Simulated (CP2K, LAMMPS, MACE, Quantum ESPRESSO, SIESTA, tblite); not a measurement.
# How stiff is amorphous Si0.30C0.70 (96 atoms)? Programs compared

Aim: pressure against volume for amorphous Si0.30C0.70 (96 atoms), with plane waves as the reference.

The results are calculated values.

### Step 1. The cell

The cell holds 96 atoms (29 Si and 67 C), with edges of 9.83, 9.83 and 9.83 Å. Recipe: 96 atoms (29 Si, 67 C) placed at random at 2.83 g/cm³, melted at 4500 K for 10 ps at fixed volume with the Erhart-Albe potential (Erhart and Albe, Phys. Rev. B 71, 035211 (2005)). Quenched from 4500 K to 500 K at 50 K/ps and fixed volume, held 5 ps, then minimised at fixed cell. Then the atoms were relaxed with MACE MP-0b3 medium in the fixed cell.

### Step 2. The reference input

Quantum ESPRESSO 7.5: Kohn-Sham DFT, PBE, SSSP efficiency 1.3.0 pseudopotentials, plane waves. Its input, pw.in, for the unchanged cell:

```
&control
  calculation = 'scf'
  pseudo_dir = './pseudo'
  outdir = './tmp'
  disk_io = 'none'
  tprnfor = .true.
  tstress = .true.
/
&system
  ibrav = 0
  nat = 96
  ntyp = 2
  ecutwfc = 45
  ecutrho = 360
  nosym = .true.
  occupations = 'smearing'
  smearing = 'fd'
  degauss = 0.003675
/
&electrons
  conv_thr = 4.8e-07
  electron_maxstep = 100
  mixing_beta = 0.2
  mixing_mode = 'local-TF'
  diagonalization = 'david'
/
ATOMIC_SPECIES
Si 28.085 Si.upf
C 12.011 C.upf
CELL_PARAMETERS angstrom
9.83310 0.00000 0.00000
0.00000 9.83310 0.00000
0.00000 0.00000 9.83310
ATOMIC_POSITIONS crystal
Si 0.83777 0.48646 0.52796
Si 0.48967 0.27728 0.49757
Si 0.42748 0.96498 0.47858
Si 0.53961 0.74755 0.92773
[... 90 atom lines left out ...]
C 0.35842 0.50981 0.93230
C 0.78315 0.80080 0.24040
K_POINTS gamma
```

```console
$ OMP_NUM_THREADS=1 mpirun -np 2 pw.x -in pw.in > output.txt
```

Elapsed: 3.1 min, on 2 MPI ranks of Intel Xeon Platinum 8488C (Sapphire Rapids), shared host; peak memory 2.1 GiB.

It converged with an r.m.s. force component of 0.63 eV/Å and a pressure of 4.0 GPa.

### Step 3. Programs and settings

Every level solves the same cells as single points. CPU time is summed over a level's finished runs, on a host shared with the other runs, so it is rough; the force column is the median over cells of the r.m.s. difference of force components from the reference.

```
                level                       basis or training data  k-points  runs finished  CPU time  peak memory (GiB)  force difference (meV/Å)
              QE, PBE      plane waves, SSSP efficiency, 45/360 Ry         Γ         3 of 3    21 min                2.1                 reference
CP2K double zeta, PBE   DZVP-MOLOPT-SR, GTH-PBE potentials, 450 Ry         Γ         3 of 3    20 min                1.9                        51
      SIESTA DZP, PBE     DZP orbitals, shift 0.01 Ry, mesh 300 Ry         Γ         3 of 3    32 min                1.6                       223
CP2K double zeta, LDA  DZVP-MOLOPT-SR, GTH-PADE potentials, 450 Ry         Γ         3 of 3    24 min                1.9                        92
      tblite GFN1-xTB   tight binding with its own dispersion term         Γ         3 of 3      23 s               0.13                       477
    MACE MP-0b2 small           trained on PBE(+U) plane-wave data         -         3 of 3      21 s               0.69                       715
   MACE MP-0b3 medium           trained on PBE(+U) plane-wave data         -         3 of 3      29 s                1.4                       632
```

The reference's own r.m.s. force component runs from 619 to 648 meV/Å over these cells. MACE MP-0b3 medium relaxed the atoms, so in the cells that it relaxed its own forces are small, and its entry isn't an independent test there.

### Step 4. Pressure against volume

The cell is scaled evenly, and at each volume MACE MP-0b3 medium relaxes the atoms again before the single points. The unchanged volume is 9.904 Å³ an atom. Pressures in GPa:

| level | -3 % | 0 | +3 % |
| --- | --- | --- | --- |
| QE, PBE | 9.68 | 3.99 | -0.96 |
| CP2K double zeta, PBE | 9.55 | 3.91 | -1.01 |
| SIESTA DZP, PBE | 14.25 | 8.29 | 3.10 |
| CP2K double zeta, LDA | 1.00 | -4.22 | -8.76 |
| tblite GFN1-xTB | 17.40 | 10.32 | 4.23 |
| MACE MP-0b2 small | 9.37 | 5.29 | 1.71 |
| MACE MP-0b3 medium | 11.31 | 6.42 | 2.12 |

Energy less that of the unchanged cell at the same level, in meV an atom:

| level | -3 % | +3 % |
| --- | --- | --- |
| QE, PBE | 13.37 | -3.29 |
| CP2K double zeta, PBE | 12.84 | -2.86 |
| SIESTA DZP, PBE | 17.71 | -7.39 |
| CP2K double zeta, LDA | -0.27 | 9.57 |
| tblite GFN1-xTB | 20.74 | -9.01 |
| MACE MP-0b2 small | 11.49 | -4.34 |
| MACE MP-0b3 medium | 16.30 | -7.87 |

### Step 5. Moduli

From the three volumes nearest the unchanged one: B from the slope of pressure against ln V and from the curvature of the energy, the pressure that the slope of the energy implies, and the volume change at which the printed pressure crosses zero (a dash if it doesn't within the range).

| level | B from pressures (GPa) | B from energies (GPa) | printed pressure (GPa) | pressure from energies (GPa) | zero pressure at (%) |
| --- | --- | --- | --- | --- | --- |
| QE, PBE | 177.5 | 181.2 | 3.99 | 4.49 | +2.4 |
| CP2K double zeta, PBE | 176.0 | 179.4 | 3.91 | 4.23 | +2.4 |
| SIESTA DZP, PBE | 185.8 | 185.5 | 8.29 | 6.77 | - |
| CP2K double zeta, LDA | 162.6 | 167.2 | -4.22 | -2.65 | -2.4 |
| tblite GFN1-xTB | 219.5 | 210.8 | 10.32 | 8.02 | - |
| MACE MP-0b2 small | 127.8 | 128.6 | 5.29 | 4.27 | - |
| MACE MP-0b3 medium | 153.1 | 151.5 | 6.42 | 6.52 | - |

As a check by hand on the reference: from -3 to +3 % the pressure falls by 10.65 GPa while ln V grows by 0.0600, a ratio of 177.4 GPa.

### Step 6. What came out

The plane-wave reference (PBE) gives a bulk modulus of 177.5 GPa from its pressures, at a volume where its pressure is 3.99 GPa; that pressure crosses zero at +2.4 %. Other programs at PBE: CP2K double zeta, PBE 176.0 GPa (-1 %) and SIESTA DZP, PBE 185.8 GPa (+5 %); their pressures lie -0.08 to +4.30 GPa from the reference's. Other functionals: CP2K double zeta, LDA 162.6 GPa (-8 %); its pressure lies -8.21 GPa from the reference's.

Learned potentials: MACE MP-0b2 small 127.8 GPa (-28 %) and MACE MP-0b3 medium 153.1 GPa (-14 %); their pressures lie +1.29 to +2.43 GPa from the reference's. Tight binding: tblite GFN1-xTB 219.5 GPa (+24 %); its pressure lies +6.33 GPa from the reference's. The moduli are read at one volume but at unlike pressures, and a cell under tension is as a rule softer than one under compression. Moduli from the energies run from 129 to 211 GPa, within 10 % of those from pressures.

**Limits.** The atoms follow MACE MP-0b3 medium, not each level's own minimum, so these moduli only approach relaxed ones and hang on that choice. Three points at finite strain give rough moduli, at the given volume rather than at zero pressure. Pressures at a fixed plane-wave cutoff or in a small atom-centred basis hold some basis error. The quench rate of 50 K/ps is many orders above laboratory rates, so the cell is likely richer in defects and strain than a real sample. The reference samples only Γ, in a cell whose shortest periodic width is 10 Å. The reference isn't exact: its cutoffs and mesh weren't converged further here. SIESTA's automatically made basis is far from complete, and its potentials were converted by us (checked for H, C, O, Si, Ge and Ca alone). Where levels are smeared, the DFT runs use Fermi–Dirac occupations at 580 K (0.05 eV), and energies are free energies.

[Logs are printed without paths, hosts, clocks, repeated set-up lines and the standing remarks that a program may print on its own settings, such as how far it seeks lower states.]

[Hosts, paths, dates, database ids (printed as entryN), source tags and the programs' standing remarks are cut or masked in the printed files.]
